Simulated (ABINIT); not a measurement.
# InH (Fm-3m): zone-centre phonons

Aim: the zone-centre modes of InH (Fm-3m).

Program: ABINIT 10.8.3. Level of theory: DFT PBE, scalar-relativistic, plane waves, PseudoDojo norm-conserving pseudopotentials. Results are calculated unless marked as measured.

The structure was built from a prototype and need not be the compound's stable phase.

## Step 1: Set-up

The structure is cubic, space group Fm-3m (No. 225). The conventional cell has a = 5.400 Å, b = 5.400 Å, c = 5.400 Å, α = 90.00°, β = 90.00°, γ = 90.00°. Nearest to In lie 6 H at 2.70 Å. Nearest to H lie 6 In at 2.70 Å. Farther neighbours are not listed.

## Step 2: A probe with smearing

A first run with smearing and empty bands tells whether the crystal has a gap, which decides between fixed occupations and smearing later on.

probe.abi

```
# ground state
tolvrs 1.0d-08
prtden 1
prtwf 1

# basis, mesh and filling
ecut 32.0
ngkpt 6 6 6
nshiftk 1
shiftk 0.0 0.0 0.0
istwfk *1
occopt 7
tsmear 0.005
nband 13
nstep 100
diemac 9.0
prtebands 0
prtgsr 0
useylm 1

# cell and atoms
acell 3*1.0 Angstrom
rprim 
    0.0 2.7 2.7
    2.7 0.0 2.7
    2.7 2.7 0.0
ntypat 2
znucl 49 1
natom 2
typat 1 2
xred 
    0.0 0.0 0.0
    0.5 0.5 0.5
pp_dirpath "./pseudo"
pseudos "In.upf, H.upf"
```

Command:

```bash
OMP_NUM_THREADS=1 mpirun -n 2 abinit probe.abi > probe.log
```

Numbers of over 12 decimals in the logs are rounded to 6 here.

probe.abo, the main output file:

```text
[banners, grids, parts of the stress and lines that vanish by symmetry left out]
- input  file    -> probe.abi
- output file    -> probe.abo
- root for input  files -> probei
[...]
Symmetries : space group Fm -3 m (#225); Bravais cF (face-center cubic)
[...]
mpw =        2332          nfft =       64000          nkpt =          16
[...]
== DATASET  1 ==================================================================
[...]
cutoff_energies: {ecut:  32.0, pawecutdg:  -1.0, }
[...]
ETOT  1  -66.760688861392    -6.676E+01 7.948E-01 7.311E+01
 ETOT  2  -66.991587690707    -2.309E-01 3.033E-02 1.363E+01
 ETOT  3  -66.994386549165    -2.799E-03 2.199E-03 1.371E-01
 ETOT  4  -66.994396820571    -1.027E-05 1.652E-03 1.105E-02
 ETOT  5  -66.994397438232    -6.177E-07 3.725E-04 3.771E-04
 ETOT  6  -66.994397482699    -4.447E-08 1.073E-04 3.814E-05
 ETOT  7  -66.994397488939    -6.240E-09 2.906E-05 8.239E-07
 ETOT  8  -66.994397489068    -1.288E-10 7.303E-06 1.361E-08
 ETOT  9  -66.994397489072    -4.249E-12 6.918E-06 1.375E-10
 At SCF step    9       vres2   =  1.38E-10 < tolvrs=  1.00E-08 =>converged.
[...]
sigma(1 1)=  1.45159860E-04  sigma(3 2)=  0.00000000E+00
  sigma(2 2)=  1.45159860E-04  sigma(3 1)=  0.00000000E+00
  sigma(3 3)=  1.45159860E-04  sigma(2 1)=  0.00000000E+00
[...]
convergence: {deltae: -4.249E-12, res2:  1.375E-10, residm:  6.918E-06, diffor: null, }
etotal    :  -6.69943975E+01
[...]
sigma(1 1)=  1.45159860E-04  sigma(3 2)=  0.00000000E+00
  sigma(2 2)=  1.45159860E-04  sigma(3 1)=  0.00000000E+00
  sigma(3 3)=  1.45159860E-04  sigma(2 1)=  0.00000000E+00
[...]
- sigma(1 1)=  4.27075053E+00  sigma(3 2)=  0.00000000E+00
- sigma(2 2)=  4.27075053E+00  sigma(3 1)=  0.00000000E+00
- sigma(3 3)=  4.27075053E+00  sigma(2 1)=  0.00000000E+00
[...]
fcart     -0.0000000000E+00 -0.0000000000E+00 -0.0000000000E+00
           strten      1.4515986022E-04  1.4515986022E-04  1.4515986022E-04
================================================================================

[key lines of the parts left out:]
pressure_GPa:  -4.2708E+00
```

The job ended after 11 s (2 MPI ranks of Intel Xeon at 2.70GHz, shared host; 20 s of CPU time).

Numbers from this step:

```yaml
volume_per_atom: 19.68 Å³
pressure: -4.271 GPa
gap_on_the_k_mesh: 0 eV
```

No gap opens on this mesh, so smearing is kept; the printed pressure holds the stress of the finite basis too.

## Step 3: Rough relaxation

The typed start is rough, so a first relaxation with smearing and loose thresholds takes it towards rest cheaply.

prerelax.abi

```
# relaxation
ionmov 2
optcell 2
dilatmx 1.15
chkdilatmx 0
ntime 40
tolmxf 3.0d-04
tolvrs 1.0d-10
prtwf 0
prtden 0
chksymtnons 0

# basis, mesh and filling
ecut 32.0
ecutsm 3.0
ngkpt 6 6 6
nshiftk 1
shiftk 0.0 0.0 0.0
istwfk *1
occopt 7
tsmear 0.005
nband 13
nstep 100
diemac 1000000.0
prtebands 0
prtgsr 0
useylm 1

# cell and atoms
acell 3*1.0 Angstrom
rprim 
    0.0 2.7 2.7
    2.7 0.0 2.7
    2.7 2.7 0.0
ntypat 2
znucl 49 1
natom 2
typat 1 2
xred 
    0.0 0.0 0.0
    0.5 0.5 0.5
pp_dirpath "./pseudo"
pseudos "In.upf, H.upf"
```

Command:

```bash
OMP_NUM_THREADS=1 mpirun -n 2 abinit prerelax.abi > prerelax.log
```

prerelax.abo, the main output file:

```text
[banners, grids, parts of the stress and lines that vanish by symmetry left out]
- input  file    -> prerelax.abi
- output file    -> prerelax.abo
- root for input  files -> prerelaxi
[...]
Symmetries : space group Fm -3 m (#225); Bravais cF (face-center cubic)
[...]
mpw =        3515          nfft =       91125          nkpt =          16
[...]
== DATASET  1 ==================================================================
[...]
cutoff_energies: {ecut:  32.0, pawecutdg:  -1.0, }
[...]
ETOT  1  -66.765489817186    -6.677E+01 1.082E+00 9.023E+01
 ETOT  2  -66.992729411886    -2.272E-01 2.023E-02 7.833E+00
 ETOT  3  -66.993967559239    -1.238E-03 2.342E-03 2.310E-01
 ETOT  4  -66.993979459070    -1.190E-05 1.238E-03 1.535E-02
 ETOT  5  -66.993980147277    -6.882E-07 2.619E-04 5.422E-04
[...]
At SCF step    9       vres2   =  8.31E-11 < tolvrs=  1.00E-10 =>converged.
[...]
ETOT  8  -66.998656128170     2.927E-12 6.120E-08 6.405E-11
 At SCF step    8       vres2   =  6.41E-11 < tolvrs=  1.00E-10 =>converged.
[...]
sigma(1 1)=  1.77520451E-06  sigma(3 2)=  0.00000000E+00
  sigma(2 2)=  1.77520451E-06  sigma(3 1)=  0.00000000E+00
  sigma(3 3)=  1.77520451E-06  sigma(2 1)=  0.00000000E+00
[...]
convergence: {deltae:  2.927E-12, res2:  6.405E-11, residm:  6.120E-08, diffor: null, }
etotal    :  -6.69986561E+01
[...]
At Broyd/MD step   7, gradients are converged :
[...]
sigma(1 1)=  1.77520451E-06  sigma(3 2)=  0.00000000E+00
  sigma(2 2)=  1.77520451E-06  sigma(3 1)=  0.00000000E+00
  sigma(3 3)=  1.77520451E-06  sigma(2 1)=  0.00000000E+00
[...]
- sigma(1 1)=  5.22283199E-02  sigma(3 2)=  0.00000000E+00
- sigma(2 2)=  5.22283199E-02  sigma(3 1)=  0.00000000E+00
- sigma(3 3)=  5.22283199E-02  sigma(2 1)=  0.00000000E+00
[...]
fcart     -0.0000000000E+00 -0.0000000000E+00 -0.0000000000E+00
           strten      1.7752045117E-06  1.7752045117E-06  1.7752045117E-06
================================================================================

[key lines of the parts left out:]
pressure_GPa:  -5.2228E-02
Total energy (etotal) [Ha]= -6.69986561281704E+01
```

It took 93 s on 2 MPI ranks; 3.1 min of CPU time.

Step by step:

| step | energy less that of the first step (eV) | largest force (eV/Å) | volume (Å³) |
| --- | --- | --- | --- |
| 1 | 0.0000 | 0.0000 | 39.37 |
| 2 | -0.0115 | 0.0000 | 38.89 |
| 3 | 0.2625 | 0.0000 | 23.86 |
| 4 | -0.0937 | 0.0000 | 35.06 |
| 5 | -0.1195 | 0.0000 | 33.12 |
| 6 | -0.1267 | 0.0000 | 31.16 |
| 7 | -0.1272 | 0.0000 | 31.59 |

| conventional cell, symmetrised | before | after | change |
| --- | --- | --- | --- |
| a (Å) | 5.400 | 5.018 | -7.1 % |
| b (Å) | 5.400 | 5.018 | -7.1 % |
| c (Å) | 5.400 | 5.018 | -7.1 % |
| volume (Å³/atom) | 19.68 | 15.80 | -19.7 % |

Final coordinates:

```xyz
2
Lattice="0.0000 2.5092 2.5092 2.5092 0.0000 2.5092 2.5092 2.5092 0.0000" Properties=species:S:1:pos:R:3 pbc="T T T"
In    0.0000    0.0000    0.0000
H     2.5092    2.5092    2.5092
```

Numbers from this step:

- volume per atom: 15.80 Å³
- pressure: -0.05223 GPa

The volume changes by -19.7 % in this run and stands -19.7 % from the first cell.

## Step 4: Rough relaxation

The cell changed much, so the rough relaxation is repeated on a basis made for the new cell.

Changes to prerelax.abi since step 3:

```diff
@@ -31,5 +31,5 @@
 rprim 
-    0.0 2.7 2.7
-    2.7 0.0 2.7
-    2.7 2.7 0.0
+    0.0 2.509156486 2.509156486
+    2.509156486 0.0 2.509156486
+    2.509156486 2.509156486 0.0
 ntypat 2
```

prerelax.abo, the main output file:

```text
[banners, grids, parts of the stress and lines that vanish by symmetry left out]
- input  file    -> prerelax.abi
- output file    -> prerelax.abo
- root for input  files -> prerelaxi
[...]
Symmetries : space group Fm -3 m (#225); Bravais cF (face-center cubic)
[...]
mpw =        2824          nfft =       64000          nkpt =          16
[...]
== DATASET  1 ==================================================================
[...]
cutoff_energies: {ecut:  32.0, pawecutdg:  -1.0, }
[...]
ETOT  1  -66.849040095932    -6.685E+01 6.784E-01 5.157E+01
 ETOT  2  -66.997975321231    -1.489E-01 7.367E-03 3.303E+00
 ETOT  3  -66.998645959510    -6.706E-04 2.053E-03 9.692E-02
 ETOT  4  -66.998655787166    -9.828E-06 2.145E-03 4.311E-03
 ETOT  5  -66.998656094578    -3.074E-07 7.027E-04 1.803E-04
 ETOT  6  -66.998656114265    -1.969E-08 2.497E-04 3.329E-05
 ETOT  7  -66.998656117504    -3.239E-09 8.637E-05 2.625E-06
 ETOT  8  -66.998656117776    -2.715E-10 2.780E-05 8.921E-10
 ETOT  9  -66.998656117776    -3.268E-13 1.083E-05 1.956E-11
 At SCF step    9       vres2   =  1.96E-11 < tolvrs=  1.00E-10 =>converged.
[...]
sigma(1 1)=  1.77550831E-06  sigma(3 2)=  0.00000000E+00
  sigma(2 2)=  1.77550831E-06  sigma(3 1)=  0.00000000E+00
  sigma(3 3)=  1.77550831E-06  sigma(2 1)=  0.00000000E+00
[...]
convergence: {deltae: -3.268E-13, res2:  1.956E-11, residm:  1.083E-05, diffor: null, }
etotal    :  -6.69986561E+01
[...]
At Broyd/MD step   1, gradients are converged :
[...]
sigma(1 1)=  1.77550831E-06  sigma(3 2)=  0.00000000E+00
  sigma(2 2)=  1.77550831E-06  sigma(3 1)=  0.00000000E+00
  sigma(3 3)=  1.77550831E-06  sigma(2 1)=  0.00000000E+00
[...]
- sigma(1 1)=  5.22372581E-02  sigma(3 2)=  0.00000000E+00
- sigma(2 2)=  5.22372581E-02  sigma(3 1)=  0.00000000E+00
- sigma(3 3)=  5.22372581E-02  sigma(2 1)=  0.00000000E+00
[...]
fcart     -0.0000000000E+00 -0.0000000000E+00 -0.0000000000E+00
           strten      1.7755083135E-06  1.7755083135E-06  1.7755083135E-06
================================================================================

[key lines of the parts left out:]
pressure_GPa:  -5.2237E-02
Total energy (etotal) [Ha]= -6.69986561177761E+01
```

It took 12 s on 2 MPI ranks; 24 s of CPU time.

Little changed from the start: no atom moved by 0.005 Å and no cell edge by 0.1 %.

Read from the output:

- pressure: -0.05224 GPa

The volume changes by +0.0 % in this run and stands -19.7 % from the first cell.

## Step 5: Relaxing the cell and atoms

The harmonic expansion needs vanishing forces, and a free crystal bears no stress, so cell and atoms are brought to rest. Stress is more sensitive to the basis than forces are: the last 3 Ha under the cutoff are smoothed with ecutsm, and the cutoff is raised above that of the later runs.

relax.abi

```
# relaxation
ionmov 2
optcell 2
dilatmx 1.08
ntime 40
tolmxf 1.0d-05
tolvrs 1.0d-14
prtwf 0
prtden 0
chksymtnons 0

# basis, mesh and filling
ecut 40.0
ecutsm 3.0
ngkpt 10 10 10
nshiftk 1
shiftk 0.0 0.0 0.0
istwfk *1
occopt 3
tsmear 0.01
nband 13
nstep 100
diemac 1000000.0
prtebands 0
prtgsr 0
useylm 1

# cell and atoms
acell 3*1.0 Angstrom
rprim 
    0.0 2.509156488 2.509156488
    2.509156488 0.0 2.509156488
    2.509156488 2.509156488 0.0
ntypat 2
znucl 49 1
natom 2
typat 1 2
xred 
    0.0 0.0 0.0
    0.5 0.5 0.5
pp_dirpath "./pseudo"
pseudos "In.upf, H.upf"
```

Command:

```bash
OMP_NUM_THREADS=1 mpirun -n 2 abinit relax.abi > relax.log
```

relax.abo, the main output file:

```text
[banners, grids, parts of the stress and lines that vanish by symmetry left out]
- input  file    -> relax.abi
- output file    -> relax.abo
- root for input  files -> relaxi
[...]
Symmetries : space group Fm -3 m (#225); Bravais cF (face-center cubic)
[...]
mpw =        3287          nfft =       91125          nkpt =          47
[...]
== DATASET  1 ==================================================================
[...]
cutoff_energies: {ecut:  40.0, pawecutdg:  -1.0, }
[...]
ETOT  1  -66.824765186264    -6.682E+01 7.742E-01 7.246E+01
 ETOT  2  -67.001456698339    -1.767E-01 1.643E-02 4.391E+00
 ETOT  3  -67.002051809393    -5.951E-04 2.448E-02 9.029E-02
 ETOT  4  -67.002061135209    -9.326E-06 4.887E-03 2.074E-02
 ETOT  5  -67.002062266418    -1.131E-06 1.702E-03 1.928E-03
[...]
At SCF step   12       vres2   =  2.19E-15 < tolvrs=  1.00E-14 =>converged.
[...]
sigma(1 1)= -1.41468933E-05  sigma(3 2)=  0.00000000E+00
  sigma(2 2)= -1.41468933E-05  sigma(3 1)=  0.00000000E+00
  sigma(3 3)= -1.41468933E-05  sigma(2 1)=  0.00000000E+00
[...]
convergence: {deltae: -5.826E-13, res2:  2.194E-15, residm:  4.739E-05, diffor: null, }
etotal    :  -6.70020624E+01
[...]
ETOT  1  -67.002054041938    -6.700E+01 2.718E-05 1.771E-01
[...]
At SCF step    9       vres2   =  2.18E-15 < tolvrs=  1.00E-14 =>converged.
[...]
sigma(1 1)= -1.26728995E-05  sigma(3 2)=  0.00000000E+00
  sigma(2 2)= -1.26728995E-05  sigma(3 1)=  0.00000000E+00
  sigma(3 3)= -1.26728995E-05  sigma(2 1)=  0.00000000E+00
[...]
convergence: {deltae:  1.322E-12, res2:  2.181E-15, residm:  8.561E-06, diffor: null, }
etotal    :  -6.70020661E+01
[...]
ETOT  1  -67.001147626937    -6.700E+01 9.798E-06 1.359E+01
[...]
At SCF step   10       vres2   =  2.51E-15 < tolvrs=  1.00E-14 =>converged.
[...]
sigma(1 1)= -2.71973497E-07  sigma(3 2)=  0.00000000E+00
  sigma(2 2)= -2.71973497E-07  sigma(3 1)=  0.00000000E+00
  sigma(3 3)= -2.71973497E-07  sigma(2 1)=  0.00000000E+00
[...]
convergence: {deltae: -2.444E-12, res2:  2.511E-15, residm:  1.992E-07, diffor: null, }
etotal    :  -6.70020813E+01
[...]
ETOT  1  -67.002080816281    -6.700E+01 2.641E-07 6.594E-03
[...]
ETOT  7  -67.002081266393     5.116E-13 3.469E-07 2.439E-12
 ETOT  8  -67.002081266398    -5.073E-12 2.134E-07 9.567E-15
 At SCF step    8       vres2   =  9.57E-15 < tolvrs=  1.00E-14 =>converged.
[...]
sigma(1 1)= -5.46846114E-09  sigma(3 2)=  0.00000000E+00
  sigma(2 2)= -5.46846113E-09  sigma(3 1)=  0.00000000E+00
  sigma(3 3)= -5.46846114E-09  sigma(2 1)=  0.00000000E+00
[...]
convergence: {deltae: -5.073E-12, res2:  9.567E-15, residm:  2.134E-07, diffor: null, }
etotal    :  -6.70020813E+01
[...]
At Broyd/MD step   4, gradients are converged :
[...]
sigma(1 1)= -5.46846114E-09  sigma(3 2)=  0.00000000E+00
  sigma(2 2)= -5.46846113E-09  sigma(3 1)=  0.00000000E+00
  sigma(3 3)= -5.46846114E-09  sigma(2 1)=  0.00000000E+00
[...]
- sigma(1 1)= -1.60887681E-04  sigma(3 2)=  0.00000000E+00
- sigma(2 2)= -1.60887681E-04  sigma(3 1)=  0.00000000E+00
- sigma(3 3)= -1.60887681E-04  sigma(2 1)=  0.00000000E+00
[...]
fcart     -0.0000000000E+00 -0.0000000000E+00 -0.0000000000E+00
           strten     -5.4684611353E-09 -5.4684611344E-09 -5.4684611396E-09
================================================================================

[key lines of the parts left out:]
pressure_GPa:   1.6089E-04
Total energy (etotal) [Ha]= -6.70020812663982E+01
```

It took 2.6 min on 2 MPI ranks; 5.2 min of CPU time.

Relaxation path:

| step | energy less that of the first step (eV) | largest force (eV/Å) | volume (Å³) |
| --- | --- | --- | --- |
| 1 | 0.0000 | 0.0000 | 31.59 |
| 2 | -0.0001 | 0.0000 | 31.63 |
| 3 | -0.0005 | 0.0000 | 31.99 |
| 4 | -0.0005 | 0.0000 | 31.99 |

| conventional cell, symmetrised | before | after | change |
| --- | --- | --- | --- |
| a (Å) | 5.018 | 5.039 | +0.4 % |
| b (Å) | 5.018 | 5.039 | +0.4 % |
| c (Å) | 5.018 | 5.039 | +0.4 % |
| volume (Å³/atom) | 15.80 | 16.00 | +1.3 % |

Final coordinates:

```xyz
2
Lattice="0.0000 2.5197 2.5197 2.5197 0.0000 2.5197 2.5197 2.5197 0.0000" Properties=species:S:1:pos:R:3 pbc="T T T"
In    0.0000    0.0000    0.0000
H     2.5197    2.5197    2.5197
```

Read from the output:

```
volume per atom : 16.00 Å³
pressure        : 1.61e-4 GPa
```

The volume changes by +1.3 % in this run and stands -18.7 % from the first cell.

## Step 6: Ground state

First-order wavefunctions inherit every error of the ground state, hence the very tight tolvrs. Smearing stays on, as the first look found no gap above 0.3 eV.

gs.abi

```
# ground state
tolvrs 1.0d-16
prtden 1
prtwf 1

# basis, mesh and filling
ecut 32.0
ngkpt 12 12 12
nshiftk 1
shiftk 0.0 0.0 0.0
istwfk *1
occopt 3
tsmear 0.01
nband 13
nstep 100
diemac 1000000.0
prtebands 0
prtgsr 0
useylm 1

# cell and atoms
acell 3*1.0 Angstrom
rprim 
    0.0 2.519695829 2.519695829
    2.519695829 0.0 2.519695829
    2.519695829 2.519695829 0.0
ntypat 2
znucl 49 1
natom 2
typat 1 2
xred 
    0.0 0.0 0.0
    0.5 0.5 0.5
pp_dirpath "./pseudo"
pseudos "In.upf, H.upf"
```

Command:

```bash
OMP_NUM_THREADS=1 mpirun -n 2 abinit gs.abi > gs.log
```

gs.abo, the main output file:

```text
[banners, grids, parts of the stress and lines that vanish by symmetry left out]
- input  file    -> gs.abi
- output file    -> gs.abo
- root for input  files -> gsi
[...]
Symmetries : space group Fm -3 m (#225); Bravais cF (face-center cubic)
[...]
mpw =        1893          nfft =       46656          nkpt =          72
[...]
== DATASET  1 ==================================================================
[...]
cutoff_energies: {ecut:  32.0, pawecutdg:  -1.0, }
[...]
ETOT  1  -66.833413264491    -6.683E+01 7.501E-01 3.858E+01
 ETOT  2  -67.001294036091    -1.679E-01 3.687E-02 2.246E+00
 ETOT  3  -67.001917013325    -6.230E-04 5.772E-03 3.576E-02
 ETOT  4  -67.001923819259    -6.806E-06 7.371E-03 7.573E-03
 ETOT  5  -67.001924608351    -7.891E-07 1.224E-03 7.257E-04
[...]
ETOT 12  -67.001924741404     1.322E-12 4.112E-05 2.381E-16
 ETOT 13  -67.001924741405    -9.805E-13 1.191E-05 8.417E-18
 At SCF step   13       vres2   =  8.42E-18 < tolvrs=  1.00E-16 =>converged.
[...]
sigma(1 1)=  1.67128629E-05  sigma(3 2)=  0.00000000E+00
  sigma(2 2)=  1.67128629E-05  sigma(3 1)=  0.00000000E+00
  sigma(3 3)=  1.67128629E-05  sigma(2 1)=  0.00000000E+00
[...]
convergence: {deltae: -9.805E-13, res2:  8.417E-18, residm:  1.191E-05, diffor: null, }
etotal    :  -6.70019247E+01
[...]
sigma(1 1)=  1.67128629E-05  sigma(3 2)=  0.00000000E+00
  sigma(2 2)=  1.67128629E-05  sigma(3 1)=  0.00000000E+00
  sigma(3 3)=  1.67128629E-05  sigma(2 1)=  0.00000000E+00
[...]
- sigma(1 1)=  4.91709403E-01  sigma(3 2)=  0.00000000E+00
- sigma(2 2)=  4.91709403E-01  sigma(3 1)=  0.00000000E+00
- sigma(3 3)=  4.91709403E-01  sigma(2 1)=  0.00000000E+00
[...]
fcart     -0.0000000000E+00 -0.0000000000E+00 -0.0000000000E+00
           strten      1.6712862915E-05  1.6712862915E-05  1.6712862915E-05
================================================================================

[key lines of the parts left out:]
pressure_GPa:  -4.9171E-01
```

It took 39 s on 2 MPI ranks; 77 s of CPU time.

Read from the output:

| Property | Result |
| --- | --- |
| pressure | -0.4917 GPa |

The cell stands at -0.49 GPa: the relaxation ran with a smoothed and higher cutoff and on another k mesh.

(Continued in part 2 of 3.)

[Host names and launcher messages were left out of these logs when they were recorded.]

[Logs are printed without paths, hosts, clocks, repeated set-up lines and the standing remarks that a program may print on its own settings, such as how far it seeks lower states.]

[Hosts, paths, dates, database ids (printed as entryN), source tags and the programs' standing remarks are cut or masked in the printed files.]
